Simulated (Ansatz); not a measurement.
# 1T-PbO2 monolayer in a perpendicular field, part 2 of 4

Wanted: the out-of-plane response of the 1T-PbO2 monolayer. A positive field points along +c.

Ansatz 0.2.0; plane-wave DFT, PBE-D3(BJ), Ansatz PAW (the session's first sound run).

So far. Step 2 (Relaxation): The lattice constant a goes from 2.874 to 3.399 Å.

### Step 3. Atoms held, field 0, start network

A sawtooth potential applies the field, turning back in the middle of the vacuum. With the dipole correction the typed value is the field outside the slab. The induced dipole is small, so the SCF threshold is tight.

The cell differs from the one that the last finished run ended in (c 35.411 → 20.134 Å).

Contents of input.yaml:

```yaml
crystal:
  lattice:
    - [3.3988862414, 0.0, 0.0]
    - [-1.6994431207, 2.9435218296, 0.0]
    - [0.0, 0.0, 20.1339221372]
  atoms:
    - { symbol: O, position: [0.6666666667, 0.3333333333, 0.4470067947] }
    - { symbol: Pb, position: [0.0, 0.0, 0.5] }
    - { symbol: O, position: [0.3333333333, 0.6666666667, 0.5529932053] }
kpoints:
  mp_grid: { grid: [18, 18, 1] }
  band_path:
    path: [[0, 0, 0], [0.5, 0, 0], [0.33333333, 0.33333333, 0], [0, 0, 0]]
    npoints: 16
hamiltonian:
  xc: pbe
  dispersion: d3bj
scf:
  occupations: { method: fermi_dirac, width: 0.02585 }
  convergence: { dr2_threshold: 1.0e-10 }
efield:
  axis: 3
  dipole_correction: true
  ramp_position: 0.97
  ramp_width: 0.06
  amplitude: 0
output:
  dos: { projected: true, e_range: [-6, 5] }
  bader: true
  write_potential: true
  write_density: true
  volumetric_format: npy
  elf: true
```

Run with:

```
$ ansatz run input.yaml --threads 2 --pin off --max-ram 3072MiB --backend cpu --events-out ev --progress --plain --runs-dir out
```

Numbers of over 12 decimals in the logs are rounded to 6 here.

The program printed:

```text
[...]
Crystal: 3 atoms, lattice volume = 201.434 Å³
Basis set: ecut = 420 eV, 3931 PW (Γ)
Bands: 17, of which v1, the nominal top of the filled ones, is band 13 counted from 1 (12 counted from 0)
Symmetry: 6 space group operations
k-points: 37 of 324 (time reversal used)
[...]
SCF iter   1: F=—  HF=-13038.773482 eV  |F-HF|=—  |Δ(HF+E_count)|=         —  Δρ=1.46e-3  dr2=3.24e-3  ethr=1.77e-3  p=0.000 e·Å  D=6.68e-14 V/Å  ΔV_dip=-0.00 eV  dr2_dipole=6.04e-9  V_vac-E_F(+/−)=7.47/7.47 eV  ⟨swp⟩=9.6  Hψ=4590  notcnv=0
efield: sawtooth ramp at fractional position 0.9700 (set: `efield.ramp_position`, or a place that a band, a saddle search or an elastic batch's reference lends), width 0.0600; the density the first Hamiltonian is built on has a dipole p = 0.000 e·Å; the dipole correction subtracts the counter field D = 6.68e-14 V/Å, which shifts the + side's vacuum level by -0.00 eV against the − side's; the planar-averaged density in the ramp window peaks in size at 4.7e-6 e/Å³
[...]
SCF iter   2: F=—  HF=-13038.775247 eV  |F-HF|=—  |Δ(HF+E_count)|=   1.77e-3  Δρ=7.66e-4  dr2=5.63e-4  ethr=1.25e-5  p=0.000 e·Å  D=5.21e-5 V/Å  ΔV_dip=-0.00 eV  dr2_dipole=1.32e-7  V_vac-E_F(+/−)=7.42/7.43 eV  ⟨swp⟩=2.9  Hψ=1704  notcnv=0
[...]
SCF iter   9: F=-13038.775641 eV  HF=-13038.775641 eV  |F-HF|=1.13e-10  |Δ(HF+E_count)|=   1.79e-9  Δρ=2.13e-7  dr2=5.91e-11  ethr=1.00e-12  p=0.000 e·Å  D=1.88e-7 V/Å  ΔV_dip=-0.00 eV  dr2_dipole=3.78e-13  V_vac-E_F(+/−)=7.39/7.39 eV  ⟨swp⟩=4.4  Hψ=2872  notcnv=0
SCF 1 converged in 9 iterations: F = -13038.775641 eV  dr2 = 5.91e-11
[...]
NSCF: frozen V_eff on 49 k-points
efield: sawtooth ramp at fractional position 0.9700 (kept from the solve that this one continues, or follows in the run), width 0.0600; the density the first Hamiltonian is built on has a dipole p = 0.000 e·Å; the dipole correction subtracts the counter field D = 1.88e-7 V/Å, which shifts the + side's vacuum level by -0.00 eV against the − side's; the planar-averaged density in the ramp window peaks in size at 3.1e-6 e/Å³
[...]
SCF converged after 9 iterations
Free energy (F): -13038.775641 eV
[...]
Internal energy: -13038.775641 eV  (E = F + TS)
E sigma→0 (E₀):  -13038.775641 eV
Fermi energy:    -4.064783 eV
Dipole field:    D = -0.000001 V/Å  (p = -0.000001 e·Å, saw-weighted, corrected)
Work function:   Φ+ = 7.3936 eV   Φ− = 7.3936 eV
Levels:          The Fermi level and band energies are counted from a zero that moves with the ramp; work functions are not
[...]
--- Band table (eV; the first three rows and the last of 37) ---
  k-point 0: bands = [... 9 lower, -5.9358, -5.3254, -5.1081, -5.1081, -3.4540, 0.4222, 2.9716, 3.1736]
  k-point 1: bands = [... 9 lower, -5.9803, -5.3737, -5.1167, -5.1023, -3.3395, 0.5318, 3.0096, 3.2288]
  k-point 2: bands = [... 9 lower, -6.1069, -5.4920, -5.1232, -5.0862, -3.0407, 0.8264, 3.1114, 3.3945]
  k-point 36: bands = [... 9 lower, -7.7099, -7.0109, -4.8781, -4.8781, -0.9595, 4.1658, 4.4045, 4.4045]
--- Bader charges: 3 sites ---
  site symbol  charge [e]  shift [e]
     0      O     -0.9758     0.0005
     1     Pb      1.9517     0.0010
     2      O     -0.9758     0.0005
  estimated error of the sums over rays = 2.1e-4 e
```

It took 36 s on 2 threads of Arm Neoverse N1, shared host; peak memory 0.46 GiB; 72 s of CPU time.

In the SCF lines HF is the Harris–Foulkes energy and dr2 the Hartree energy of the density residual, in eV; the loop may stop once dr2 is under the threshold and the program's other checks hold. Hψ counts applications of the Hamiltonian.

This step gave:

| Quantity | Value |
| --- | --- |
| gap on the k-mesh | 1.335 eV |
| dipole along the normal | -7.08e-7 e·Å |
| gap along the path | 1.335 eV |
| smallest direct gap along the path | 1.654 eV |
| ionisation energy, upper face | 8.118 eV |
| electron affinity, upper face | 6.783 eV |
| gap, the smaller of path and mesh | 1.335 eV |

Running mean over a fixed 2.5 Å (it still follows the layers) of the planar mean; the ramp of the sawtooth is left out. The electron's electrostatic potential energy less the Fermi level by z:

```csv
z (Å),electron's electrostatic potential energy less the Fermi level (eV)
3.0,7.39
3.5,7.39
4.0,7.39
4.5,7.39
5.0,7.39
5.5,7.39
6.0,7.39
6.5,7.36
7.0,7.21
7.5,6.23
8.0,3.84
8.5,0.453
9.0,-3.17
9.5,-6.52
10.0,-8.29
10.5,-7.24
11.0,-4.11
11.5,-0.514
12.0,2.99
12.5,5.72
13.0,7.09
13.5,7.34
14.0,7.38
14.5,7.39
15.0,7.39
15.5,7.39
16.0,7.39
16.5,7.39
17.0,7.39
```

The density of states has structure finer than the step of the table below, so its rows give means over 0.25 eV, whole bins alone (the curve runs from -6 to 2.6 eV). Peaks (eV: height): -1.840: 5.66, -1.040: 18.5, -0.730: 32.6.

Density of states against energy, zero at the Fermi level of the run, which the smearing sets inside the gap; means over each step:

```csv
energy (eV),density of states (states/eV a cell)
-5.75,0.390
-5.50,0.348
-5.25,0.154
-5.00,0
-4.75,0
-4.50,0
-4.25,0.935
-4.00,1.92
-3.75,2.05
-3.50,2.17
-3.25,2.76
-3.00,1.87
-2.75,1.80
-2.50,1.74
-2.25,1.86
-2.00,2.55
-1.75,2.87
-1.50,1.23
-1.25,0.237
-1.00,10.3
-0.75,6.85
-0.50,0
-0.25,0
0.00,0
0.25,0
0.50,0.00266
0.75,0.189
1.00,0.249
1.25,0.295
1.50,0.355
1.75,0.449
2.00,0.591
2.25,0.877
```

Projected DOS per atom over height of the atomic layer and energy from the Fermi level. Layers: O Pb O from below.

Values in states/eV, 22 rows by 3 columns, each cell a mean:
```
0.52 0.65 0.52
0.20 0.22 0.20
0.13 0.14 0.13
0.10 0.10 0.10
0.07 0.08 0.07
0.01 0.01 0.01
0.00 0.00 0.00
0.00 0.00 0.00
2.10 0.07 2.10
2.86 0.15 2.86
0.52 0.09 0.52
1.35 0.19 1.35
0.82 0.18 0.82
0.76 0.23 0.76
0.90 0.35 0.90
0.92 0.43 0.92
0.81 0.48 0.81
0.34 0.23 0.34
0.00 0.00 0.00
0.00 0.00 0.00
0.08 0.13 0.08
0.11 0.18 0.11
```
Columns: height of the atomic layer (Å) from 9 to 11.1; rows upwards: energy from the Fermi level (eV) from -5.96 to 2.59.

The electronic bands at the labelled points (eV, zero at the Fermi level of the run, which the smearing sets inside the gap):

```csv
point,band 10,band 11,band 12,band 13,band 14,band 15,band 16,band 17
Γ,-1.87,-1.26,-1.04,-1.04,0.61,4.49,7.04,7.24
halfway,-2.58,-1.71,-0.95,-0.95,1.99,5.79,7.39,8.32
M,-3.23,-1.84,-0.87,-0.75,2.58,6.03,8.60,10.24
halfway,-3.47,-2.26,-0.94,-0.72,2.85,6.83,8.54,9.77
K,-3.65,-2.95,-0.81,-0.81,3.11,8.23,8.47,8.47
halfway,-2.78,-1.74,-1.12,-0.87,2.25,6.37,7.21,8.61
Γ,-1.87,-1.26,-1.04,-1.04,0.61,4.49,7.04,7.24
```

The electronic bands as a text plot (rows in eV, shown from -7.7 to 6.6 only):

```
    6.3 |                   ++++++                  +++
    5.7 |       ++++++++++++                           +++
    5.1 |    +++                                          +++
    4.5 |++++                                                ++++
    3.9 |
    3.3 |                              +++++
    2.7 |               +++++++++++++++     ++++++++
    2.1 |          +++++                            +++
    1.6 |      ++++                                    +++
    1.0 |  ++++                                           +++++
    0.4 |++                                                    ++
   -0.2 |
   -0.8 |********************************************************
   -1.4 |***********                                  ***********
   -2.0 |*******    ****************            ******    *******
   -2.6 |      *******              ****  ******    ******
   -3.2 |          ** **************    **   **********
   -3.8 |            ****          *****************
   -4.4 |                **********
   -5.0 |**                                                    **
   -5.6 |  *****                                          *****
   -6.2 |       ****                                  ****
   -6.8 |           ****                         *****
   -7.4 |               *************************
         Γ                   M           K                      Γ
```

Electrostatic potential energy in the ca plane at fractional y = 0.000, with atoms of Pb within 0.2 Å of it. With pseudopotentials it is smooth inside the atoms' cores, unlike the true potential.

Ten even steps from '0' (-38 eV) to '9' (3 eV), each cell a mean:
```
99999999999999999999840010178999999999999999
99999999999999999999862000589999999999999999
99999999999999999999986546789999999999999999
99999999999999999999988888899999999999999999
99999999999999999999988888899999999999999999
99999999999999999999987777889999999999999999
99999999999999999999874113689999999999999999
99999999999999999999850000278999999999999999
99999999999999999999730230068999999999999999
```
Columns run along c (16.0 Å, from fractional 0.08 to 0.87 of the cell; values clipped at the 3rd and 97th percentile), rows up along a (3.4 Å). Atoms in or near the plane, at fractional coordinates: Pb at (0.50, 0.00).

Valence density in the ca plane at fractional y = 0.000, with atoms of Pb within 0.2 Å of it. It is the smooth field of the valence electrons, not physical close to the nuclei.

Values in units of 1e0 e/Å³, 5 rows by 16 columns, each cell a mean:
```
0.0 0.0 0.0 0.0 0.0 0.0 0.0 0.2 3.8 1.8 0.1 0.0 0.0 0.0 0.0 0.0
0.0 0.0 0.0 0.0 0.0 0.0 0.0 0.2 0.5 0.3 0.1 0.0 0.0 0.0 0.0 0.0
0.0 0.0 0.0 0.0 0.0 0.0 0.0 0.2 0.2 0.3 0.1 0.0 0.0 0.0 0.0 0.0
0.0 0.0 0.0 0.0 0.0 0.0 0.0 0.2 0.9 0.5 0.1 0.0 0.0 0.0 0.0 0.0
0.0 0.0 0.0 0.0 0.0 0.0 0.0 0.3 5.4 2.5 0.1 0.0 0.0 0.0 0.0 0.0
```
Columns run along c (16.0 Å, from fractional 0.08 to 0.87 of the cell), rows up along a (3.4 Å). Atoms in or near the plane, at fractional coordinates: Pb at (0.50, 0.00).

ELF in the ca plane at fractional y = 0.000, with atoms of Pb within 0.2 Å of it. It is the smooth field of the valence electrons, not physical close to the nuclei.

Ten even steps from '0' (0.00) to '9' (0.52), each cell a mean:
```
00000000000000000001365103641000000000000000
00000000000000000001245545531000000000000000
00000000000000000023444444444210000000000000
00000000000000000247984223798531000000000000
00000000000000000258995214799631000000000000
00000000000000000135764333576420000000000000
00000000000000000012335555432100000000000000
00000000000000000001255224631000000000000000
00000000000000000001364002641000000000000000
```
Columns run along c (16.0 Å, from fractional 0.08 to 0.87 of the cell), rows up along a (3.4 Å). Atoms in or near the plane, at fractional coordinates: Pb at (0.50, 0.00).

The gap is 1.33 eV, with the valence edge 8.12 eV and the conduction edge 6.78 eV under the upper vacuum level. Spin-orbit coupling, left out in this run, matters for the bands of elements this heavy.

### Step 4. Atoms held, field 0.1 V/Å

Changes to input.yaml since step 3:

```diff
@@ -23,8 +23,6 @@
   dipole_correction: true
-  ramp_position: 0.97
-  ramp_width: 0.06
-  amplitude: 0
+  ramp_position: 0.9185
+  ramp_width: 0.1629
+  amplitude: 0.1
 output:
-  dos: { projected: true, e_range: [-6, 5] }
-  bader: true
   write_potential: true
@@ -32,2 +30 @@
   volumetric_format: npy
-  elf: true
```

The program printed:

```text
[...]
Crystal: 3 atoms, lattice volume = 201.434 Å³
Basis set: ecut = 420 eV, 3931 PW (Γ)
Bands: 17, of which v1, the nominal top of the filled ones, is band 13 counted from 1 (12 counted from 0)
Symmetry: 6 space group operations
k-points: 37 of 324 (time reversal used)
[...]
--- Band table (eV; the first three rows and the last of 37) ---
  k-point 0: bands = [... 9 lower, -5.9361, -5.3258, -5.1083, -5.1083, -3.4542, 0.4214, 2.7438, 3.3642]
  k-point 1: bands = [... 9 lower, -5.9806, -5.3739, -5.1170, -5.1025, -3.3397, 0.5310, 2.7904, 3.4102]
  k-point 2: bands = [... 9 lower, -6.1072, -5.4921, -5.1235, -5.0863, -3.0409, 0.8254, 2.9237, 3.5295]
  k-point 36: bands = [... 9 lower, -7.7075, -7.0111, -4.8848, -4.8717, -0.9597, 4.1651, 4.4040, 4.4042]
[key lines of the parts left out:]
SCF converged after 12 iterations
Free energy (F): -13038.776520 eV
Fermi energy:    -4.064912 eV
Dipole field:    D = 0.015804 V/Å  (p = 0.017593 e·Å, saw-weighted, corrected)
```

The job ended after 20 s (2 threads; peak memory 0.44 GiB).

The dipole is 0.0176 e·Å, and the gap 1.335 eV.

### Step 5. Atoms held, field -0.1 V/Å

Changes to input.yaml since step 4:

```diff
@@ -25,3 +25,3 @@
   ramp_width: 0.1629
-  amplitude: 0.1
+  amplitude: -0.1
 output:
```

The program printed:

```text
[...]
Crystal: 3 atoms, lattice volume = 201.434 Å³
Basis set: ecut = 420 eV, 3931 PW (Γ)
Bands: 17, of which v1, the nominal top of the filled ones, is band 13 counted from 1 (12 counted from 0)
Symmetry: 6 space group operations
k-points: 37 of 324 (time reversal used)
[...]
--- Band table (eV; the first three rows and the last of 37) ---
  k-point 0: bands = [... 9 lower, -5.9363, -5.3260, -5.1084, -5.1084, -3.4544, 0.4212, 2.7437, 3.3641]
  k-point 1: bands = [... 9 lower, -5.9808, -5.3741, -5.1171, -5.1026, -3.3399, 0.5308, 2.7903, 3.4101]
  k-point 2: bands = [... 9 lower, -6.1074, -5.4923, -5.1236, -5.0865, -3.0411, 0.8252, 2.9236, 3.5293]
  k-point 36: bands = [... 9 lower, -7.7077, -7.0113, -4.8850, -4.8719, -0.9599, 4.1649, 4.4039, 4.4041]
[key lines of the parts left out:]
SCF converged after 12 iterations
Free energy (F): -13038.776520 eV
Fermi energy:    -4.065082 eV
Dipole field:    D = -0.015804 V/Å  (p = -0.017593 e·Å, saw-weighted, corrected)
```

It took 20 s on 2 threads; peak memory 0.44 GiB.

The dipole is -0.0176 e·Å, and the gap 1.335 eV.

### Step 6. Single point, field 0.5 V/Å

Changes to input.yaml since step 5:

```diff
@@ -23,5 +23,5 @@
   dipole_correction: true
-  ramp_position: 0.9185
-  ramp_width: 0.1629
-  amplitude: -0.1
+  ramp_position: 0.8374
+  ramp_width: 0.3252
+  amplitude: 0.5
 output:
```

The program printed:

```text
[...]
Crystal: 3 atoms, lattice volume = 201.434 Å³
Basis set: ecut = 420 eV, 3931 PW (Γ)
Bands: 17, of which v1, the nominal top of the filled ones, is band 13 counted from 1 (12 counted from 0)
Symmetry: 6 space group operations
k-points: 37 of 324 (time reversal used)
[...]
--- Band table (eV; the first three rows and the last of 37) ---
  k-point 0: bands = [... 9 lower, -5.9465, -5.3377, -5.1135, -5.1135, -3.4614, 0.3979, 1.5272, 2.8374]
  k-point 1: bands = [... 9 lower, -5.9909, -5.3814, -5.1250, -5.1079, -3.3472, 0.5055, 1.5812, 2.8829]
  k-point 2: bands = [... 9 lower, -6.1171, -5.4967, -5.1325, -5.0921, -3.0490, 0.7932, 1.7431, 3.0134]
  k-point 36: bands = [... 9 lower, -7.7057, -7.0184, -4.9180, -4.8528, -0.9675, 4.1450, 4.3936, 4.3937]
[key lines of the parts left out:]
SCF converged after 13 iterations
Free energy (F): -13038.797642 eV
Fermi energy:    -4.070197 eV
Dipole field:    D = 0.079090 V/Å  (p = 0.088043 e·Å, saw-weighted, corrected)
```

Run time: 21 s. Hardware: 2 threads; peak memory 0.44 GiB; 42 s of CPU time.

The dipole is 0.0880 e·Å, and the gap 1.331 eV.

### Step 7. Atoms held, field -0.3 V/Å

Changes to input.yaml since step 6:

```diff
@@ -23,6 +23,8 @@
   dipole_correction: true
-  ramp_position: 0.8374
-  ramp_width: 0.3252
-  amplitude: 0.5
+  ramp_position: 0.915
+  ramp_width: 0.17
+  amplitude: -0.3
 output:
+  dos: { projected: true, e_range: [-6, 5] }
+  bader: true
   write_potential: true
@@ -30 +32,2 @@
   volumetric_format: npy
+  elf: true
```

The program printed:

```text
[...]
Crystal: 3 atoms, lattice volume = 201.434 Å³
Basis set: ecut = 420 eV, 3931 PW (Γ)
Bands: 17, of which v1, the nominal top of the filled ones, is band 13 counted from 1 (12 counted from 0)
Symmetry: 6 space group operations
k-points: 37 of 324 (time reversal used)
[...]
k-point 2: bands = [... 9 lower, -6.1106, -5.4937, -5.1265, -5.0883, -3.0437, 0.8160, 2.2210, 3.1561]
  k-point 36: bands = [... 9 lower, -7.7052, -7.0136, -4.9002, -4.8611, -0.9623, 4.1584, 4.4004, 4.4009]
--- Bader charges: 3 sites ---
  site symbol  charge [e]  shift [e]
     0      O     -0.9639     0.0005
     1     Pb      1.9517     0.0010
     2      O     -0.9878     0.0005
  estimated error of the sums over rays = 2.0e-4 e
[key lines of the parts left out:]
SCF converged after 12 iterations
Free energy (F): -13038.783559 eV
Fermi energy:    -4.066711 eV
Dipole field:    D = -0.047428 V/Å  (p = -0.052796 e·Å, saw-weighted, corrected)
```

It took 38 s on 2 threads; peak memory 0.45 GiB; 76 s of CPU time.

The dipole is -0.0528 e·Å, and the gap 1.333 eV.

### Step 8. Response, atoms held

This step: plane-wave DFT, PBE-D3(BJ), Ansatz PAW; response to a field along the normal, atoms held (Ansatz 0.2.0).

The dipoles give the slope, and the difference of two potentials shows where the field is screened.

This step gave:

- equivalent conductor thickness p/(ε₀AE): 3.182 Å
- distance between the outer atoms: 2.134 Å

Dipole of the cell against applied field:

```csv
applied field (V/Å),dipole of the cell (e·Å)
-0.300,-0.0528
-0.100,-0.0176
0.000,-7.1e-7
0.100,0.0176
0.500,0.0880
```

Local field over the applied field, running mean. From the potentials at -0.1 and 0.1 V/Å; running mean over 2.5 Å. Table of local field over applied field by z:

z (Å), local field over applied field and a bar from the least value:
```
     4.03      1.000 ##############################
     4.33      1.000 ##############################
     4.62      1.000 ##############################
     5.07      0.999 ##############################
     5.37      0.998 ##############################
     5.67      0.996 ##############################
     5.97      0.992 ##############################
     6.26      0.984 #############################
     6.71      0.956 ############################
     7.01      0.919 ###########################
     7.31      0.861 #########################
     7.61      0.784 ######################
     7.90      0.696 ###################
     8.20      0.596 ################
     8.65      0.438 ##########
     8.95      0.339 #######
     9.25      0.250 ####
     9.54      0.182 #
     9.84      0.146 
    10.29      0.146 
    10.59      0.182 #
    10.89      0.250 ####
    11.19      0.339 #######
    11.48      0.438 ##########
    11.93      0.596 ################
    12.23      0.696 ###################
    12.53      0.784 ######################
    12.83      0.861 #########################
    13.12      0.919 ###########################
    13.42      0.956 ############################
    13.87      0.984 #############################
    14.17      0.992 ##############################
    14.47      0.996 ##############################
    14.76      0.998 ##############################
    15.06      0.999 ##############################
    15.51      1.000 ##############################
    15.81      1.000 ##############################
    16.11      1.000 ##############################
```

The induced electron density oscillates, so the rows of the table below give means over windows of 0.5 Å about each position, cut where the curve ends. Its maxima inside the range that stand out by 2 % of the span (Å: e/Å³ per V/Å): 8.35: 0.00358, 9.25: 0.00235, 11.19: -0.00145. Its minima: 8.95: 0.00145, 10.89: -0.00235, 11.78: -0.00358.

Electrons, planar mean, per unit field. Induced electron density against z; means over each step:

```csv
z (Å),induced electron density (e/Å³ per V/Å)
4.5,6.0e-7
5.0,2.4e-6
5.5,9.4e-6
6.0,3.4e-5
6.5,1.2e-4
7.0,4.0e-4
7.5,0.00113
8.0,0.00264
8.5,0.00303
9.0,0.00188
9.5,0.00107
10.0,2.2e-5
10.5,-5.6e-4
11.0,-0.00194
11.5,-0.00257
12.0,-0.00303
12.5,-0.00147
13.0,-5.4e-4
13.5,-1.7e-4
14.0,-4.9e-5
14.5,-1.3e-5
15.0,-3.4e-6
15.5,-8.7e-7
16.0,-2.6e-7
```

The smaller of the gaps on the path and on the k-mesh, counted as 0 under 0.03 eV. Gap against applied field:

```csv
applied field (V/Å),gap (eV)
-0.300,1.33
-0.100,1.33
0.000,1.33
0.100,1.33
0.500,1.33
```

By hand: between -0.1 and 0.1 V/Å the dipole changes by 0.03519 e·Å, a slope of 0.1759 e·Å²/V. A perfect conductor of thickness t has p = ε₀AEt, so t = 180.95 × 0.1759 / 10.005 = 3.18 Å (e/ε₀ = 180.95 V·Å, A in Å²).

The induced dipole is that of a conductor 3.18 Å thick.

[end of part 2 of 4]

[Logs are printed without paths, hosts, clocks, repeated set-up lines and the standing remarks that a program may print on its own settings, such as how far it seeks lower states.]

[Hosts, paths, dates, database ids (printed as entryN), source tags and the programs' standing remarks are cut or masked in the printed files.]

[Maps of the electrostatic potential energy from Ansatz leave out the sawtooth potential of an applied field or a dipole correction, so their vacuum need not be flat; planar profiles and work functions include it.]
